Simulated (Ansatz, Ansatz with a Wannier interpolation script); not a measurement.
# G0W0 band structure of PtSe2 (1T monolayer)

G0W0 gives levels on a mesh alone; what do the bands of PtSe2 (1T monolayer) look like between the points?

Main program and level: Ansatz 0.2.0; PBEsol, Wannier functions and G0W0, plane waves, PAW.

**The experiments to reproduce.**

- Gap 1.9 ± 0.05 eV: quasiparticle gap from STS, domains aligned with graphene; scanning tunneling spectroscopy; 8.5 K; monolayer (MBE-grown monolayer on epitaxial bilayer graphene, twist angle near 0 deg) on bilayer graphene on SiC(0001) (“Angular dependence of the interlayer coupling at the interface between two dimensional materials 1T-PtSe2 and graphene”, 2023, arxiv:2311.08165).

- Gap 2 ± 0.1 eV: quasiparticle gap of the first layer from STS; scanning tunnelling spectroscopy; 77 K; monolayer (MBE-grown first layer on HOPG) on HOPG (“Precise Layer-Dependent Electronic Structure of MBE-Grown PtSe2”, 2021, arxiv:2105.03334).

- Gap 1.95 ± 0.05 eV: quasiparticle gap of 1 ML from STS, average over islands; scanning tunnelling spectroscopy; monolayer (MBE-grown monolayer islands on bilayer graphene) on bilayer graphene on SiC(0001) (“Atomic-layer controlled THz Spintronic emission from Epitaxially grown Two dimensional PtSe2/ferromagnet heterostructures”, 2023, arxiv:2305.06895).

Most raw output is cut from this account.

**1. Set-up**

The cell holds 3 atoms: 1 Pt and 2 Se. Its edges and angles: a = 3.703 Å, b = 3.703 Å, c = 28.400 Å, α = 90.0°, β = 90.0°, γ = 120.0°. Vacuum lies along c.

The structure was relaxed with PBEsol. The structure was generated from a model, not taken from a measurement. The runs that relaxed it are not among those shown. Spin-orbit coupling is left out unless a step names it. The default PAW set here is soft_2. Its files were made with PBE. The Coulomb interaction is cut off across the vacuum.

**2. PBEsol bands**

Levels along a band path, at the cheap level, show where the edges lie and whether the meshes to come will hold them.

This step: DFT, PBEsol, plane waves, PAW.

File input.yaml:

```yaml
crystal:
  lattice:
    - [3.7030641636, 0.0, 0.0]
    - [-1.8515320818, 3.2069476375, 0.0]
    - [0.0, 0.0, 28.4]
  atoms:
    - { symbol: Pt, position: [0.0, 0.0, 0.5] }
    - { symbol: Se, position: [0.3333333333, 0.6666666667, 0.5455048101] }
    - { symbol: Se, position: [0.6666666667, 0.3333333333, 0.4544951899] }
  periodic: [true, true, false]
kpoints:
  mp_grid: { grid: [12, 12, 1] }
  band_path:
    path:
      - [0, 0, 0]
      - [0.5, 0, 0]
      - [0.3333333333333, 0.3333333333333, 0]
      - [0, 0, 0]
    npoints: 10
hamiltonian:
  xc: pbesol
scf:
  occupations: { method: fermi_dirac, width: 0.02 }
  n_extra_bands: 165
output:
  eigenvalues: true
  forces: true
  stress: true
  fatbands: true
  write_density: true
  write_potential: true
  elf: true
  volumetric_format: npy
```

Launch:

```sh
$ ansatz run input.yaml --threads 12 --pin off --max-ram 27648MiB --backend cpu --events-out ev --progress --plain --runs-dir out
```

Wall time 13 s (12 threads of Intel Xeon 6975P-C (Granite Rapids), shared host); peak memory 3.4 GiB.

This step gave:

```
filled bands         : 25
gap                  : 1.424 eV
valence top at       : k = (0.033, 0.033, 0.000)
conduction bottom at : k = (0.000, 0.250, 0.000)
least direct gap     : 1.591 eV
```

The gap is indirect, with the least direct gap 0.17 eV higher.

Electrostatic potential energy in the ca plane at fractional y = 0.000, with atoms of Pt within 0.2 Å of it. With pseudopotentials it is smooth inside the atoms' cores, unlike the true potential.

Ten even steps from '0' (-43 eV) to '9' (0 eV), each cell a mean:
```
99999999999999999999971000179999999999999999
99999999999999999999985101589999999999999999
99999999999999999999988656889999999999999999
99999999999999999998888888888899999999999999
99999999999999999998778999877899999999999999
99999999999999999998888999888899999999999999
99999999999999999999888878888999999999999999
99999999999999999999986323789999999999999999
99999999999999999999982000389999999999999999
99999999999999999999970000079999999999999999
```
Columns run along c (16.0 Å, from fractional 0.20 to 0.76 of the cell; values clipped at the 3rd and 97th percentile), rows up along a (3.7 Å). Atoms in or near the plane, at fractional coordinates: Pt at (0.50, 0.00).

Valence density in the ca plane at fractional y = 0.000, with atoms of Pt within 0.2 Å of it. It is the smooth field of the valence electrons, not physical close to the nuclei.

Ten steps, logarithmic in the rise over the least value, from '0' (0 e/Å³) to '9' (11 e/Å³), each cell a mean:
```
00000000000000000000137999631000000000000000
00000000000000000001135777431100000000000000
00000000000000000011223444322100000000000000
00000000000000000012222222222210000000000000
00000000000000000012332222233210000000000000
00000000000000000012232222232210000000000000
00000000000000000011223333322110000000000000
00000000000000000001224565422100000000000000
00000000000000000001136898631100000000000000
00000000000000000000237999731000000000000000
```
Columns run along c (16.0 Å, from fractional 0.20 to 0.76 of the cell), rows up along a (3.7 Å). Atoms in or near the plane, at fractional coordinates: Pt at (0.50, 0.00).

**3. Wannier functions (Pt:5d Se:4p) on 24×24×1**

Localised functions give a small Hamiltonian that interpolates between mesh points at no cost.

This step: maximally localised Wannier functions, PBEsol, plane waves, PAW.

input.yaml, the sections that differ from step 2:

```yaml
kpoints:
  mp_grid: { grid: [12, 12, 1] }
scf:
  occupations: { method: fixed }
  n_extra_bands: 165
output:
  wannier:
    kmesh: [24, 24, 1]
    projections: [{ species: Pt, l: d, shell: 5 }, { species: Se, l: p, shell: 4 }]
    minimise: true
    write_hr: true
    seedname: w
    conv_tol: 1.0e-07
    max_iter: 4000
    disentanglement:
      window: [-12.18, -0.82]
      frozen_window: [-12.18, -3.82]
      conv_tol: 1.0e-08
# crystal, hamiltonian: as in step 2
```

Wall time 50 s (12 threads); peak memory 13 GiB.

w.win, one line in 2:

```text
! ansatz wannier90 interface
! states of the run's bands (counted from 1): 1-28
num_wann  = 11
conv_tol = 1e-7
dis_win_min = -12.18
dis_froz_min = -12.18
dis_num_iter = 10000
guiding_centres = true
write_hr = true
begin unit_cell_cart
       3.7030641635876593                      0.0                      0.0
                      0.0                      0.0                     28.4

Pt                       0.0                      0.0                      0.5
Se        0.6666666666666666       0.3333333333333333             0.4544951899
```

Numbers from this step:

| Item | Value |
| --- | --- |
| gauge-invariant spread | 19.09 Å² |
| diagonal spread | 0.009725 Å² |
| off-diagonal spread | 0.8598 Å² |
| total spread | 19.96 Å² |
| least projectability | 0.6425 |
| localisation steps | 30 |
| disentanglement steps | 53 |
| r.m.s. interpolation error | 4.14e-5 eV |
| r.m.s. error near the gap | 3.48e-5 eV |

Near the gap the model misses directly solved bands by 0.0 meV r.m.s. and by 0 meV at most in the window tested. This tests the starting bands, not the corrections carried with them.

Wannier functions, by row:

| function | x (Å) | y (Å) | z (Å) | spread (Å²) | nearest atom | distance (Å) |
| --- | --- | --- | --- | --- | --- | --- |
| 1 | 0 | 0 | 14.2 | 1.057 | Pt1 | 0 |
| 2 | 0 | 0 | 14.2 | 1.489 | Pt1 | 0 |
| 3 | 0 | 0 | 14.2 | 1.489 | Pt1 | 0 |
| 4 | 0 | 0 | 14.2 | 1.193 | Pt1 | 0 |
| 5 | 0 | 0 | 14.2 | 1.193 | Pt1 | 0 |
| 6 | 0 | 2.138 | 15.58 | 2.05 | Se2 | 0.087 |
| 7 | 0.045 | 2.195 | 15.38 | 2.361 | Se2 | 0.136 |
| 8 | -0.045 | 2.081 | 15.38 | 2.361 | Se2 | 0.136 |
| 9 | 1.852 | 1.069 | 12.82 | 2.05 | Se3 | 0.087 |
| 10 | 1.881 | 1.002 | 13.02 | 2.361 | Se3 | 0.136 |
| 11 | 1.822 | 1.136 | 13.02 | 2.361 | Se3 | 0.136 |

Frozen up to 1.92 eV; above it the model need not follow the bands. The electronic bands at the labelled points (eV, zero at the valence-band top):

| point | band 22 | band 23 | band 24 | band 25 | band 26 | band 27 |
| --- | --- | --- | --- | --- | --- | --- |
| Γ | -1.22 | -0.61 | 0.00 | 0.00 | 3.09 | 3.09 |
| halfway | -2.26 | -0.59 | -0.37 | -0.20 | 1.42 | 2.66 |
| M | -2.35 | -1.99 | -1.90 | -1.43 | 2.50 | 2.83 |
| halfway | -2.43 | -2.35 | -1.23 | -0.98 | 2.00 | 2.32 |
| K | -2.60 | -2.30 | -0.98 | -0.98 | 1.85 | 1.85 |
| halfway | -2.30 | -0.88 | -0.71 | -0.02 | 1.80 | 1.90 |
| Γ | -1.22 | -0.61 | 0.00 | 0.00 | 3.09 | 3.09 |

The same for Kohn-Sham, solved directly:

| point | band 22 | band 23 | band 24 | band 25 | band 26 | band 27 |
| --- | --- | --- | --- | --- | --- | --- |
| Γ | -1.22 | -0.61 | 0.00 | 0.00 | 3.09 | 3.09 |
| M | -2.35 | -1.99 | -1.90 | -1.43 | 2.50 | 2.83 |
| K | -2.60 | -2.30 | -0.98 | -0.98 | 1.85 | 1.85 |
| Γ | -1.22 | -0.61 | 0.00 | 0.00 | 3.09 | 3.09 |

**4. G0W0 at every point of the mesh: 12×12×1 mesh, 547 empty bands, screening to 80 eV**

G0W0 replaces the xc potential by the self-energy, built once from these orbitals. Only a window of levels is corrected, while the sums run over the empty bands that the input names.

This step: G0W0 on PBEsol, plane waves, PAW.

input.yaml, the sections that differ from step 3:

```yaml
scf:
  occupations: { method: fixed }
gw:
  n_empty_bands: 547
  ecut_chi: 80.0
  qp_bands: [v9, c2]
  screening: { model: contour_deformation }
# crystal, kpoints, hamiltonian: as in step 3
# output: removed
```

Wall time 21 min (12 threads); peak memory 8.6 GiB.

This step gave:

```yaml
bands_summed: 572
plane_waves_in_the_screening_matrix: 551
q_points_in_the_mesh: 144
g0w0_gap_on_the_mesh: 2.289 eV
k_of_the_valence_top: 0, 0.08333, 0
k_of_the_conduction_bottom: 0, 0.25, 0
starting_gap_on_the_mesh: 1.425 eV
z_at_the_valence_top: 0.7160
z_at_the_conduction_bottom: 0.7256
least_direct_g0w0_gap_on_the_computed_points: 2.551 eV
```

The gap on the mesh goes from 1.42 eV to 2.29 eV, a correction of +0.86 eV. Between the two edge states, bare exchange in place of the xc potential would open the gap by 4.58 eV, and correlation takes back 3.72 eV.

**5. Interpolating the corrections**

A script adds the corrections, carried to the Wannier functions and back, to the PBEsol levels, along the path and on a 26×26×1 mesh.

* G0W0 gap over the zone: 2.260 eV
* valence top at: Γ
* starting gap over the zone: 1.401 eV
* least direct G0W0 gap: 2.460 eV
* G0W0 gap on the mesh: 2.289 eV
* valence width, start: 6.282 eV
* valence width, G0W0: 6.245 eV
* gap by a rigid shift: 2.265 eV

Levels solved directly plus the interpolated quasiparticle correction. Limits: finite bands, cutoff and mesh; gap short on this mesh; no spin polarisation; d states lean on the start; no spin-orbit coupling. Quasiparticle bands along the path, in eV, zero at the valence-band top of each set:

| point | band 22 | band 23 | band 24 | band 25 | band 26 |
| --- | --- | --- | --- | --- | --- |
| Γ | -1.16 | -0.70 | 0.00 | 0.00 | 4.01 |
| halfway | -2.17 | -0.59 | -0.38 | -0.26 | 2.29 |
| M | -2.22 | -1.96 | -1.88 | -1.50 | 3.41 |
| halfway | -2.35 | -2.33 | -1.27 | -0.98 | 2.89 |
| K | -2.53 | -2.41 | -0.98 | -0.98 | 2.75 |
| halfway | -2.22 | -0.89 | -0.71 | -0.05 | 2.68 |
| Γ | -1.16 | -0.70 | 0.00 | 0.00 | 4.01 |

The same for PBEsol:

| point | band 22 | band 23 | band 24 | band 25 | band 26 |
| --- | --- | --- | --- | --- | --- |
| Γ | -1.22 | -0.61 | 0.00 | 0.00 | 3.09 |
| M | -2.35 | -1.99 | -1.90 | -1.43 | 2.50 |
| K | -2.60 | -2.30 | -0.98 | -0.98 | 1.85 |
| Γ | -1.22 | -0.61 | 0.00 | 0.00 | 3.09 |

Corrections by starting level (eV, on the run's own energy scale, so only their differences matter):

| start | correction |
| --- | --- |
| -6.29 | −0.28 |
| -5.29 | −0.33 |
| -5.03 | −0.33 |
| -4.79 | −0.22 |
| -4.15 | −0.32 |
| -3.67 | −0.29 |
| -3.17 | −0.28 |
| -2.43 | −0.22 |
| -2.26 | −0.24 |
| -1.49 | −0.35 |
| -0.98 | −0.32 |
| -0.37 | −0.33 |
| -0.05 | −0.32 |
| 0.00 | −0.32 |
| 1.43 | +0.55 |
| 1.85 | +0.58 |
| 2.35 | +0.58 |
| 3.09 | +0.58 |

**6. PBEsol+SOC bands, for comparison**

Spin-orbit coupling can split or shift the edges; a non-collinear run measures by how much.

This step: DFT, PBEsol with spin-orbit coupling, plane waves, PAW.

input.yaml, the sections that differ from step 4:

```yaml
kpoints:
  mp_grid: { grid: [12, 12, 1] }
  band_path:
    path:
      - [0, 0, 0]
      - [0.5, 0, 0]
      - [0.3333333333333, 0.3333333333333, 0]
      - [0, 0, 0]
    npoints: 10
scf:
  occupations: { method: fermi_dirac, width: 0.02 }
  n_extra_bands: 10
magnetization:
  noncollinear: true
  spin_orbit: true
output:
  eigenvalues: true
  forces: true
  stress: true
# crystal, hamiltonian: as in step 4
# gw: removed
```

Elapsed: 13 s, on 12 threads; peak memory 3.1 GiB.

Numbers from this step:

- filled bands: 50
- gap: 1.240 eV
- valence top at: Γ
- conduction bottom at: k = (0.000, 0.250, 0.000)
- least direct gap: 1.443 eV

The gap stands −0.18 eV against PBEsol.

Electronic bands along the path, in eV, zero at the top of the highest nominally filled band:

| point | band 47 | band 48 | band 49 | band 50 | band 51 | band 52 | band 53 | band 54 |
| --- | --- | --- | --- | --- | --- | --- | --- | --- |
| Γ | -0.37 | -0.37 | 0.00 | 0.00 | 2.85 | 2.85 | 2.92 | 2.92 |
| halfway | -0.57 | -0.57 | -0.26 | -0.26 | 1.24 | 1.24 | 2.45 | 2.45 |
| M | -1.92 | -1.92 | -1.57 | -1.57 | 2.31 | 2.31 | 2.62 | 2.62 |
| halfway | -1.45 | -1.45 | -1.12 | -1.12 | 1.80 | 1.80 | 2.14 | 2.14 |
| K | -1.23 | -1.23 | -1.08 | -1.08 | 1.65 | 1.65 | 1.66 | 1.66 |
| halfway | -0.88 | -0.88 | -0.16 | -0.16 | 1.60 | 1.60 | 1.72 | 1.72 |
| Γ | -0.37 | -0.37 | 0.00 | 0.00 | 2.85 | 2.85 | 2.92 | 2.92 |

**7. HSE06 bands, for comparison**

This step: DFT, HSE06, plane waves, PAW.

Changes to input.yaml since step 6:

```diff
@@ -11,3 +11,3 @@
 kpoints:
-  mp_grid: { grid: [12, 12, 1] }
+  mp_grid: { grid: [6, 6, 1] }
   band_path:
@@ -20,12 +20,11 @@
 hamiltonian:
-  xc: pbesol
+  xc: hse06
 scf:
-  occupations: { method: fermi_dirac, width: 0.02 }
-  n_extra_bands: 10
-magnetization:
-  noncollinear: true
-  spin_orbit: true
+  occupations: { method: fixed }
+  n_extra_bands: 5
 output:
   eigenvalues: true
-  forces: true
-  stress: true
+  write_density: true
+  write_potential: true
+  elf: true
+  volumetric_format: npy
```

Run time: 2.3 min. Hardware: 12 threads; peak memory 4.8 GiB; 23 min of CPU time.

This step gave:

| Quantity | Value |
| --- | --- |
| filled bands | 25 |
| gap | 2.023 eV |
| valence top at | Γ |
| conduction bottom at | k = (0.250, 0.000, 0.000) |
| least direct gap | 2.219 eV |

The gap stands +0.60 eV against PBEsol.

Electronic bands along the path, in eV, zero at the top of the highest nominally filled band:

| point | band 22 | band 23 | band 24 | band 25 | band 26 | band 27 | band 28 | band 29 |
| --- | --- | --- | --- | --- | --- | --- | --- | --- |
| Γ | -1.70 | -0.62 | 0.00 | 0.00 | 3.77 | 3.77 | 5.34 | 5.83 |
| halfway | -2.80 | -0.93 | -0.55 | -0.27 | 2.02 | 3.35 | 6.31 | 6.70 |
| M | -3.08 | -2.52 | -2.11 | -1.59 | 3.21 | 3.53 | 5.66 | 7.06 |
| halfway | -3.23 | -2.94 | -1.51 | -1.40 | 2.65 | 3.03 | 6.54 | 8.17 |
| K | -3.50 | -2.51 | -1.47 | -1.47 | 2.52 | 2.52 | 7.25 | 9.07 |
| halfway | -2.99 | -1.10 | -1.09 | -0.13 | 2.44 | 2.56 | 6.89 | 6.91 |
| Γ | -1.70 | -0.62 | 0.00 | 0.00 | 3.77 | 3.77 | 5.34 | 5.83 |

**8. What came out**

```json
{
 "PBEsol gap": "1.40 eV",
 "G0W0 gap over the zone": "2.26 eV, indirect",
 "least direct G0W0 gap, in the model": "2.46 eV",
 "with the spin-orbit change": "2.08 eV",
 "GW settings": "12×12×1 mesh, 547 empty bands, screening to 80 eV",
 "known limits": "not at the basis limit; no spin polarisation; d states lean on the start; no spin-orbit coupling"
}
```

The Wannier model follows the PBEsol bands to under 1 meV r.m.s. near the gap. The G0W0 gap over the zone is 2.26 eV, indirect, from Γ to k = (0.228, 0.000, 0.000); on the mesh alone it is 2.29 eV, and a rigid shift of the PBEsol bands would give 2.27 eV. The valence width in the model goes from 6.28 eV to 6.25 eV. PBEsol+SOC gives a gap of 1.24 eV on the same path, a spin-orbit change of −0.18 eV that would bring the G0W0 gap to 2.08 eV. HSE06 gives a gap of 2.02 eV on the same path. Against experiment, by G0W0@PBEsol with the spin-orbit change: the gap of 2.08 eV lies +0.18 eV from the measured 1.9 ± 0.05 eV (electronic, 8.5 K, on bilayer graphene on SiC(0001), 2023); the gap of 2.08 eV lies +0.08 eV from the measured 2 ± 0.1 eV (electronic, 77 K, on HOPG, 2021); the gap of 2.08 eV lies +0.13 eV from the measured 1.95 ± 0.05 eV (electronic, on bilayer graphene on SiC(0001), 2023). The computed sheet is free-standing; a substrate or cover screens it further and lowers both gap and binding, while the exciton line moves little. The calculation has static nuclei and no excitons; a measured gap holds zero-point and thermal motion, which mostly lowers it. Bands and cutoff are finite, so the gap is not at the basis limit. The miss can reach some tenths of an eV and take either sign; the mesh is an error of its own. Above the frozen window of the model the interpolated levels need not meet the computed ones, even at points of the mesh. The runs have no spin polarisation. For a closed low-spin shell that is the natural state; where a d or f shell is open it is a constraint, and the gap is then not the crystal's own. With d states at the gap, one-shot GW leans hard on its start.

[Paths, hosts, dates, memory and timing lines, banners, echoed tables and standing remarks are left out of the program output.]

[Logs are printed without paths, hosts, clocks, repeated set-up lines and the standing remarks that a program may print on its own settings, such as how far it seeks lower states.]

[Runs of the session that timed out or met a known fault of the program may be left out.]

[Hosts, paths, dates, database ids (printed as entryN), source tags and the programs' standing remarks are cut or masked in the printed files.]
